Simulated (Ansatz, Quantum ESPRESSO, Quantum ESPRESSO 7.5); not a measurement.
# Screening and band shifts of Al2SSe, 1 layer

How does Al2SSe, 1 layer respond to a gate-like field without added charge?

Main program and level: Quantum ESPRESSO 7.5; plane-wave DFT, PBE, GBRV ultrasoft pseudopotentials (geometry and cross-check by Ansatz 0.2.0 with PAW datasets; geometry under PBE).

## Step 1: The structure

The cell holds 4 atoms: 1 Se, 2 Al and 1 S. Its edges and angles: a = 3.689 Å, b = 3.689 Å, c = 21.451 Å, α = 90.0°, β = 90.0°, γ = 120.0°. It derives from Al2SSe. Vacuum lies along c.

## Step 2: Geometry from Ansatz

The geometry comes first, from a plane-wave PAW code, so that the later runs on this slab share one structure.

Input file input.yaml:

```yaml
crystal:
  lattice:
    - [3.6894, 0.0, 0.0]
    - [-1.8447, 3.1951141247, 0.0]
    - [0.0, 0.0, 21.4508750197]
  atoms:
    - { symbol: Se, position: [0.3333333333, 0.6666666667, 0.3962542317] }
    - { symbol: Al, position: [0.0, 0.0, 0.4517352277] }
    - { symbol: Al, position: [0.0, 0.0, 0.5645511383] }
    - { symbol: S, position: [0.3333333333, 0.6666666667, 0.6037457683] }
kpoints:
  mp_grid: { grid: [12, 12, 1] }
hamiltonian:
  xc: pbe
scf:
  occupations: { method: fermi_dirac, width: 0.05 }
  convergence: { dr2_threshold: 1.0e-08 }
efield:
  axis: 3
  dipole_correction: true
  ramp_position: 0.97
  ramp_width: 0.04
relax:
  f_tol: 0.01
  cell: { fix: [c, alpha, beta] }
output:
  write_potential: true
  write_density: true
  volumetric_format: npy
```

Started as:

```console
$ ansatz run input.yaml --threads 4 --pin off --max-ram 8192MiB --backend cpu --events-out ev --progress --plain --runs-dir out
```

Numbers of over 12 decimals in the logs are rounded to 6 here.

What it wrote:

```text
Warning: relax.cell: scf.convergence.dr2_threshold = 1e-8 eV is looser than the 4e-10 eV advised for a relaxation that steers and ends on the stress (1e-10 eV for each atom of the cell: 4). What an SCF threshold leaves in a stress goes as its square root, and in the free energy as the threshold itself, and one threshold admits the most on a small cell: [figures from the program's tests cut] Set scf.convergence.dr2_threshold to 4e-10 eV or tighter. The threshold is an SCF's pass mark: one that does not reach it within its budget of iterations ends unconverged, or closes short of it on a stop that the run arms, and scf.convergence.dr2_threshold's page says what that costs each kind of run
Engine: ansatz 0.2.0, x86_64-unknown-linux-gnu
Pseudopotentials: kind: paw
Pseudopotential: Se, paw, valence charge 16, recommended cutoff 420 eV (normal), Se.paw.azcp
Pseudopotential: Al, paw, valence charge 3, recommended cutoff 420 eV (normal), Al.paw.azcp
Pseudopotential: S, paw, valence charge 6, recommended cutoff 420 eV (normal), S.paw.azcp
Functional definition: PBE
  parameter kappa = 0.804
  parameter beta = 0.066725
  exchange = pbe_x(kappa = kappa, mu = beta*pi^2/3)
  correlation = pbe_c(beta = beta)
Crystal: 4 atoms, lattice volume = 252.864 Å³
Basis set: ecut = 420 eV, 4955 PW (Γ), exchange–correlation on 50×50×288 points (8 copies of the dense FFT grid, shifted against one another)
Bands: 18, of which v1, the nominal top of the filled ones, is band 14 counted from 1 (13 counted from 0)
Symmetry: 6 space group operations
Space group: P3m1 (ITA 156), of the structure as read, at distance tolerance 6.3e-5 Å
k-points: 19 of 144 (time reversal used)
Non-local potential: Se, projectors of the file, l = 0: 2, l = 1: 2, l = 2: 3, l = 3: 1
Non-local potential: Al, projectors of the file, l = 0: 2, l = 1: 2, l = 2: 1
Non-local potential: S, projectors of the file, l = 0: 2, l = 1: 2, l = 2: 2
PAW form: soft (Blöchl's): semilocal exchange-correlation on the pseudo side does not see the compensation charge
PAW one-centre angular grid: Se, 590 points (default); XC on 64 Gauss nodes
PAW one-centre angular grid: Al, 110 points (default); XC on 64 Gauss nodes
PAW one-centre angular grid: S, 110 points (default); XC on 64 Gauss nodes
Initial density: superposition of atomic densities (neutral atoms: chi_scale 0, normalization atom), corrected by the library's trained network
Initial wavefunctions: pseudopotential atomic-orbital guess
Functional: x = pbe(κ = 0.804, μ = 0.219515), c = pbe(β = 0.066725)
SCF iter   1: F=—  HF=-7449.075938 eV  |F-HF|=—  |Δ(HF+E_count)|=         —  Δρ=1.49e-3  dr2=1.50e-2  ethr=1.77e-3  p=0.034 e·Å  D=2.42e-2 V/Å  ΔV_dip=-0.52 eV  dr2_dipole=6.71e-6  V_vac-E_F(+/−)=4.63/5.15 eV  ⟨swp⟩=9.2  Hψ=2320  notcnv=0
efield: sawtooth ramp at fractional position 0.9700 (set: `efield.ramp_position`, or a place that a band, a saddle search or an elastic batch's reference lends), width 0.0400; the density the first Hamiltonian is built on has a dipole p = 0.034 e·Å; the dipole correction subtracts the counter field D = 2.42e-2 V/Å, which shifts the + side's vacuum level by -0.52 eV against the − side's; the planar-averaged density in the ramp window peaks in size at 1.2e-5 e/Å³
preconditioner: auto → none  [insulator: Δε(μ)=1.632 eV  Ē_g=9.250 eV  σ=0.050 eV  W_gap=1.00  n_scr=12 (ndim 8)  ℏωp=9.9 eV  f_vac=0.616  D(μ)=0.00/eV (n_scr^D=0)  ε∞_Penn≈2.1]
SCF iter   2: F=—  HF=-7449.076214 eV  |F-HF|=—  |Δ(HF+E_count)|=   2.76e-4  Δρ=8.92e-4  dr2=1.08e-2  ethr=5.35e-5  p=0.036 e·Å  D=2.57e-2 V/Å  ΔV_dip=-0.55 eV  dr2_dipole=1.16e-6  V_vac-E_F(+/−)=4.49/5.04 eV  ⟨swp⟩=2.9  Hψ=714  notcnv=0
SCF iter   3: F=—  HF=-7449.074308 eV  |F-HF|=—  |Δ(HF+E_count)|=   1.91e-3  Δρ=4.19e-4  dr2=8.52e-4  ethr=3.86e-5  p=0.036 e·Å  D=2.59e-2 V/Å  ΔV_dip=-0.56 eV  dr2_dipole=8.87e-5  V_vac-E_F(+/−)=4.58/5.14 eV  ⟨swp⟩=2.1  Hψ=517  notcnv=0
SCF iter   4: F=—  HF=-7449.074786 eV  |F-HF|=—  |Δ(HF+E_count)|=   4.78e-4  Δρ=2.50e-4  dr2=7.16e-4  ethr=3.04e-6  p=0.029 e·Å  D=2.10e-2 V/Å  ΔV_dip=-0.45 eV  dr2_dipole=2.16e-4  V_vac-E_F(+/−)=4.62/5.07 eV  ⟨swp⟩=2.0  Hψ=443  notcnv=0
SCF iter   5: F=—  HF=-7449.074813 eV  |F-HF|=—  |Δ(HF+E_count)|=   2.71e-5  Δρ=1.30e-4  dr2=4.19e-5  ethr=2.56e-6  p=0.033 e·Å  D=2.39e-2 V/Å  ΔV_dip=-0.51 eV  dr2_dipole=7.73e-6  V_vac-E_F(+/−)=4.59/5.10 eV  ⟨swp⟩=1.9  Hψ=400  notcnv=0
SCF iter   6: F=—  HF=-7449.074915 eV  |F-HF|=—  |Δ(HF+E_count)|=   1.03e-4  Δρ=3.47e-5  dr2=2.80e-6  ethr=1.50e-7  p=0.032 e·Å  D=2.30e-2 V/Å  ΔV_dip=-0.49 eV  dr2_dipole=2.80e-7  V_vac-E_F(+/−)=4.60/5.09 eV  ⟨swp⟩=2.2  Hψ=493  notcnv=0
SCF iter   7: F=—  HF=-7449.074954 eV  |F-HF|=—  |Δ(HF+E_count)|=   3.83e-5  Δρ=8.02e-6  dr2=1.55e-7  ethr=1.00e-8  p=0.032 e·Å  D=2.27e-2 V/Å  ΔV_dip=-0.49 eV  dr2_dipole=2.02e-10  V_vac-E_F(+/−)=4.60/5.09 eV  ⟨swp⟩=2.0  Hψ=507  notcnv=0
SCF iter   8: F=-7449.074954 eV  HF=-7449.074954 eV  |F-HF|=2.18e-8  |Δ(HF+E_count)|=   1.94e-7  Δρ=1.36e-6  dr2=4.84e-9  ethr=3.57e-11  p=0.032 e·Å  D=2.27e-2 V/Å  ΔV_dip=-0.49 eV  dr2_dipole=1.15e-10  V_vac-E_F(+/−)=4.60/5.09 eV  ⟨swp⟩=8.0  Hψ=2423  notcnv=0
SCF 1 converged in 8 iterations: F = -7449.074954 eV  dr2 = 4.84e-9
  greatest PAW one-centre occupation: 1.000 electrons in one spin orbital (limit 2), on the Se atom at site 0 (counted from 0), in its partial waves of l = 2
relax step   1: F+E_penalty+E_count = -7449.07495394 eV  Δ(F+E_penalty+E_count) = +0.000e0 eV  max|allowed force component| = 1.304e0 eV/Å  Δτ_max = 0.0000 Å  P = +1.601 GPa  Ω = 252.864 Å³  fix = [c, alpha, beta]  reactions: c +2.881 GPa  (8 SCF iters, accepted)
Crystal: 4 atoms, lattice volume = 250.586 Å³
Basis set: ecut = 420 eV, 4919 PW (Γ), exchange–correlation on 50×50×288 points (8 copies of the dense FFT grid, shifted against one another)
Initial density: handed on by an earlier stage of this run
Initial wavefunctions: those handed on with the density
iter 1 solved again at ethr=5.31e-4 eV; its pass at ethr=3.10e-3 eV (dr2=1.49e-1 eV) is discarded
SCF iter   1: F=—  HF=-7449.320568 eV  |F-HF|=—  |Δ(HF+E_count)|=         —  Δρ=5.20e-3  dr2=1.43e-1  ethr=5.31e-4  p=0.031 e·Å  D=2.27e-2 V/Å  ΔV_dip=-0.49 eV  dr2_dipole=8.23e-3  V_vac-E_F(+/−)=4.55/5.04 eV  ⟨swp⟩=1.1  Hψ=2547  notcnv=0
[...]
SCF iter   3: F=—  HF=-7449.298177 eV  |F-HF|=—  |Δ(HF+E_count)|=   2.58e-3  Δρ=4.00e-4  dr2=8.69e-4  ethr=1.58e-5  p=-0.001 e·Å  D=-1.02e-3 V/Å  ΔV_dip=0.02 eV  dr2_dipole=2.54e-4  V_vac-E_F(+/−)=4.96/4.94 eV  ⟨swp⟩=2.5  Hψ=623  notcnv=0
SCF iter   4: F=—  HF=-7449.298032 eV  |F-HF|=—  |Δ(HF+E_count)|=   1.45e-4  Δρ=2.32e-4  dr2=1.99e-4  ethr=3.10e-6  p=-0.006 e·Å  D=-4.65e-3 V/Å  ΔV_dip=0.10 eV  dr2_dipole=2.20e-5  V_vac-E_F(+/−)=4.99/4.89 eV  ⟨swp⟩=1.9  Hψ=440  notcnv=0
SCF iter   5: F=—  HF=-7449.298008 eV  |F-HF|=—  |Δ(HF+E_count)|=   2.39e-5  Δρ=4.93e-5  dr2=4.34e-6  ethr=7.12e-7  p=-0.005 e·Å  D=-3.93e-3 V/Å  ΔV_dip=0.08 eV  dr2_dipole=4.62e-8  V_vac-E_F(+/−)=4.99/4.91 eV  ⟨swp⟩=2.0  Hψ=419  notcnv=0
SCF iter   6: F=—  HF=-7449.297935 eV  |F-HF|=—  |Δ(HF+E_count)|=   7.22e-5  Δρ=1.18e-5  dr2=2.67e-7  ethr=1.55e-8  p=-0.005 e·Å  D=-3.79e-3 V/Å  ΔV_dip=0.08 eV  dr2_dipole=1.59e-10  V_vac-E_F(+/−)=4.99/4.91 eV  ⟨swp⟩=2.0  Hψ=501  notcnv=0
SCF iter   7: F=-7449.297935 eV  HF=-7449.297935 eV  |F-HF|=6.57e-10  |Δ(HF+E_count)|=  8.19e-11  Δρ=2.31e-6  dr2=7.37e-9  ethr=3.57e-11  p=-0.005 e·Å  D=-3.80e-3 V/Å  ΔV_dip=0.08 eV  dr2_dipole=5.62e-11  V_vac-E_F(+/−)=4.99/4.91 eV  ⟨swp⟩=8.0  Hψ=2398  notcnv=0
SCF 3 converged in 7 iterations: F = -7449.297935 eV  dr2 = 7.37e-9
relax step   3: F+E_penalty+E_count = -7449.29793543 eV  Δ(F+E_penalty+E_count) = -5.357e-3 eV  max|allowed force component| = 4.322e-2 eV/Å  Δτ_max = 0.0305 Å  P = +0.053 GPa  Ω = 250.853 Å³  energy of the carried Pulay correction = +1.069e-4 eV  fix = [c, alpha, beta]  reactions: c +0.061 GPa  (7 SCF iters, accepted)
[...]
relax step   4: F+E_penalty+E_count = -7449.29808887 eV  Δ(F+E_penalty+E_count) = -1.534e-4 eV  max|allowed force component| = 6.547e-3 eV/Å  Δτ_max = 0.0030 Å  P = +0.010 GPa  Ω = 251.261 Å³  energy of the carried Pulay correction = +8.519e-5 eV  fix = [c, alpha, beta]  reactions: c +0.012 GPa  (6 SCF iters, accepted)
Initial wavefunctions: pseudopotential atomic-orbital guess (no wavefunctions were taken with the density)
iter 1 solved again at ethr=9.75e-7 eV; its pass at ethr=3.10e-3 eV (dr2=2.73e-4 eV) is discarded
SCF iter   1: F=—  HF=-7449.298090 eV  |F-HF|=—  |Δ(HF+E_count)|=         —  Δρ=3.24e-6  dr2=1.12e-8  ethr=9.75e-7  p=-0.005 e·Å  D=-3.40e-3 V/Å  ΔV_dip=0.07 eV  dr2_dipole=6.57e-11  V_vac-E_F(+/−)=4.98/4.91 eV  ⟨swp⟩=3.4  Hψ=3250  notcnv=0
efield: sawtooth ramp at fractional position 0.9700 (set: `efield.ramp_position`, or a place that a band, a saddle search or an elastic batch's reference lends), width 0.0400; the density the first Hamiltonian is built on has a dipole p = -0.005 e·Å; the dipole correction subtracts the counter field D = -3.40e-3 V/Å, which shifts the + side's vacuum level by +0.07 eV against the − side's; the planar-averaged density in the ramp window peaks in size at 5.8e-6 e/Å³
eigensolver tolerance schedule: the retry pair's looser diagonalisation over-reported the residual by 24322.13 of it (diagonalisation noise at an unbounded share of the residual, at the tolerance the schedule requests for it); recorded, not acted on — ethr = c·dr2/N_el stays at c = 1.0e-1
preconditioner: auto → none  [insulator: Δε(μ)=2.037 eV  Ē_g=9.066 eV  σ=0.050 eV  W_gap=1.00  n_scr=12 (ndim 8)  ℏωp=9.9 eV  f_vac=0.602  D(μ)=0.00/eV (n_scr^D=0)  ε∞_Penn≈2.2]
SCF iter   2: F=—  HF=-7449.298008 eV  |F-HF|=—  |Δ(HF+E_count)|=   8.16e-5  Δρ=2.08e-6  dr2=1.38e-8  ethr=4.01e-11  p=-0.005 e·Å  D=-3.41e-3 V/Å  ΔV_dip=0.07 eV  dr2_dipole=1.02e-9  V_vac-E_F(+/−)=4.98/4.91 eV  ⟨swp⟩=3.9  Hψ=883  notcnv=0
SCF iter   3: F=—  HF=-7449.298008 eV  |F-HF|=—  |Δ(HF+E_count)|=   3.79e-9  Δρ=1.22e-6  dr2=1.26e-8  ethr=4.01e-11  p=-0.005 e·Å  D=-3.40e-3 V/Å  ΔV_dip=0.07 eV  dr2_dipole=3.40e-9  V_vac-E_F(+/−)=4.98/4.91 eV  ⟨swp⟩=2.3  Hψ=458  notcnv=0
SCF iter   4: F=-7449.298008 eV  HF=-7449.298008 eV  |F-HF|=1.93e-9  |Δ(HF+E_count)|=  2.33e-10  Δρ=7.17e-7  dr2=2.65e-9  ethr=3.57e-11  p=-0.005 e·Å  D=-3.41e-3 V/Å  ΔV_dip=0.07 eV  dr2_dipole=8.89e-10  V_vac-E_F(+/−)=4.98/4.91 eV  ⟨swp⟩=9.0  Hψ=2371  notcnv=0
SCF 5 converged in 4 iterations: F = -7449.298008 eV  dr2 = 2.65e-9
relax step   5: F+E_penalty+E_count = -7449.29800829 eV  Δ(F+E_penalty+E_count) = +8.058e-5 eV  max|allowed force component| = 6.582e-3 eV/Å  Δτ_max = 0.0000 Å  P = +0.010 GPa  Ω = 251.261 Å³  fix = [c, alpha, beta]  reactions: c +0.012 GPa  stress off target by 8.12e-3 GPa on what of the cell is left free  SCF on the basis re-selected at this cell (its energy is not comparable with the rows above)  (4 SCF iters)
basis re-selected at this cell: Δ(F+E_penalty+E_count) = +8.058e-5 eV, ΔP = -0.001 GPa vs the last step (what re-selecting the basis moved, of the pressure what is left beyond the Pulay correction that the steps carried, after the strain that the cell walked since its last selection, with what the two solves' SCF thresholds leave and, on support functions, any second-order correction that the steps lacked; it is no m [...]
SCF converged after 4 iterations
Free energy (F): -7449.298008 eV
Harris-Foulkes:  -7449.298008 eV  (|F-HF|=1.93e-9)
Internal energy: -7449.298008 eV  (E = F + TS)
E sigma→0 (E₀):  -7449.298008 eV
Fermi energy:    -0.967471 eV
Dipole field:    D = -0.003375 V/Å  (p = -0.004686 e·Å, saw-weighted, corrected)
Work function:   Φ+ = 4.9778 eV   Φ− = 4.9054 eV
Levels:          The Fermi level and band energies are counted from a zero that moves with the ramp; work functions are not
--- Per-component energies (eV) ---
  E_band       = -609.802948
  E_kinetic    = 270.106286
  E_local      = -12868.138704  (includes V_loc(G=0)·N_el)
  E_nonlocal   = -546.987570
  E_hartree    = 6285.237458
  E_xc         = -280.124830
  E_vxc        = -242.543600  (∫ρ·V_xc dr)
  E_paw        = -3445.961280  (= ΣΔE_a)
  E_vpaw       = 207.344020  (= ΣTr[D̂ρ^β])
  E_aug_tail   = -0.000591  (compensation charges beyond the density's cutoff)
  E_efield     = 0.000008  (sawtooth field / dipole correction)
  E_vefield    = -0.055351  (∫n·V_field dr)
  E_ewald      = 3136.571215
  E_smearing   = -0.000000  (= −TS)
  E_closure    = -0.000000  (closes the sum)
  Σ components = -7449.298008   (vs F -7449.298008, Δ=0.00e0)
--- Forces (eV/Å), atoms counted from 1 ---
  atom   1  Se     0.00000000    -0.00000000    -0.00658658
  atom   2  Al     0.00000000     0.00000000     0.00169827
  atom   3  Al     0.00000000     0.00000000     0.00583133
  atom   4  S      0.00000000    -0.00000000    -0.00096116
  max |Σ_I F_I| component: 1.81e-5 eV/Å
--- Stress (GPa, compression-positive) ---
        0.008120      -0.000000       0.000000
       -0.000000       0.008120      -0.000000
        0.000000      -0.000000       0.012435
  P = ⅓ Tr σ = 0.0096 GPa (0.096 kbar)
--- Band table (eV; the first three rows and the last of 19) ---
  k-point 0: bands = [... 10 lower, -3.5775, -2.3815, -2.3815, -2.2263, 0.9606, 1.9078, 3.2318, 3.2318]
  k-point 1: bands = [... 10 lower, -3.6569, -2.9170, -2.4884, -2.1355, 1.3324, 2.2940, 2.9134, 3.3749]
  k-point 2: bands = [... 10 lower, -3.8957, -3.8584, -2.7534, -2.0543, 1.7397, 2.0880, 3.2761, 3.4643]
  k-point 18: bands = [... 10 lower, -5.6602, -4.2393, -3.5444, -2.8427, 0.1074, 2.3468, 2.4563, 3.3670]
--- Relaxed structure (4 steps of the walk, 4 accepted, 1 SCFs on fresh bases) ---
  F+E_penalty+E_count = -7449.29800829 eV   max|allowed force component| = 6.582e-3 eV/Å   (the final SCF, on the basis selected at the relaxed cell)
  cell:  # Å, volume = 251.2606 Å³
    - [3.677684, 0, 0]
    - [-1.838842, 3.184968, 0]
    - [0, 0, 21.4508750197]
  atoms:
    - { symbol: Se, position: [0.333333, 0.666667, 0.389504] }
    - { symbol: Al, position: [-4.374602749550987e-18, -3.700743415524894e-17, 0.445866] }
    - { symbol: Al, position: [1.5697772359614913e-18, -3.700743415524894e-17, 0.566657] }
    - { symbol: S, position: [0.333333, 0.666667, 0.614259] }
```

Run time: 8.6 s. Hardware: 4 threads of Intel Xeon Platinum 8488C (Sapphire Rapids), shared host; peak memory 0.6 GiB.

Step by step:

| step | energy less that of the first step (eV) | largest force component (eV/Å) | pressure (GPa) | volume (Å³) |
| --- | --- | --- | --- | --- |
| 1 | 0.0000 | 1.3040 | 1.60 | 252.86 |
| 2 | -0.2176 | 0.2352 | 0.26 | 250.59 |
| 3 | -0.2230 | 0.0432 | 0.05 | 250.85 |
| 4 | -0.2231 | 0.0065 | 0.01 | 251.26 |
| 5* | -0.2231 | 0.0066 | 0.01 | 251.26 |

Relaxation steps marked * repeat the geometry before them on a plane-wave basis chosen anew for their cell, so energy and pressure can jump there.

| cell as run | before | after | change |
| --- | --- | --- | --- |
| a (Å) | 3.689 | 3.678 | -0.3 % |
| b (Å) | 3.689 | 3.678 | -0.3 % |

The atoms that moved most (Å, along periodic axes as changes of fractional coordinates times the final cell, across vacuum about the mean position):

| atom | dx | dy | dz | length |
| --- | --- | --- | --- | --- |
| S4 | 0.000 | 0.000 | 0.226 | 0.226 |
| Se1 | 0.000 | 0.000 | -0.145 | 0.145 |
| Al2 | 0.000 | 0.000 | -0.126 | 0.126 |
| Al3 | 0.000 | 0.000 | 0.045 | 0.045 |

Final coordinates:

```xyz
4
Lattice="3.6777 0.0000 0.0000 -1.8388 3.1850 0.0000 0.0000 0.0000 21.4509" Properties=species:S:1:pos:R:3
Se    0.0000    2.1233    8.3552
Al    0.0000    0.0000    9.5642
Al    0.0000    0.0000   12.1553
S     0.0000    2.1233   13.1764
```

This step gave:

```
free energy                                                      : -7449.2980 eV
Fermi energy                                                     : -0.9675 eV
gap by band count                                                : 2.037 eV
symmetry operations                                              : 6
dipole along the normal                                          : -0.004686 e·Å
vacuum level at the upper face over a Fermi level inside the gap : 4.978 eV
vacuum level at the lower face over a Fermi level inside the gap : 4.905 eV
```

(Continued in part 2 of 6.)

[Logs are printed without paths, hosts, clocks, repeated set-up lines and the standing remarks that a program may print on its own settings, such as how far it seeks lower states.]

[Hosts, paths, dates, database ids (printed as entryN), source tags and the programs' standing remarks are cut or masked in the printed files.]

[Maps of the electrostatic potential energy from Ansatz leave out the sawtooth potential of an applied field or a dipole correction, so their vacuum need not be flat; planar profiles and work functions include it.]
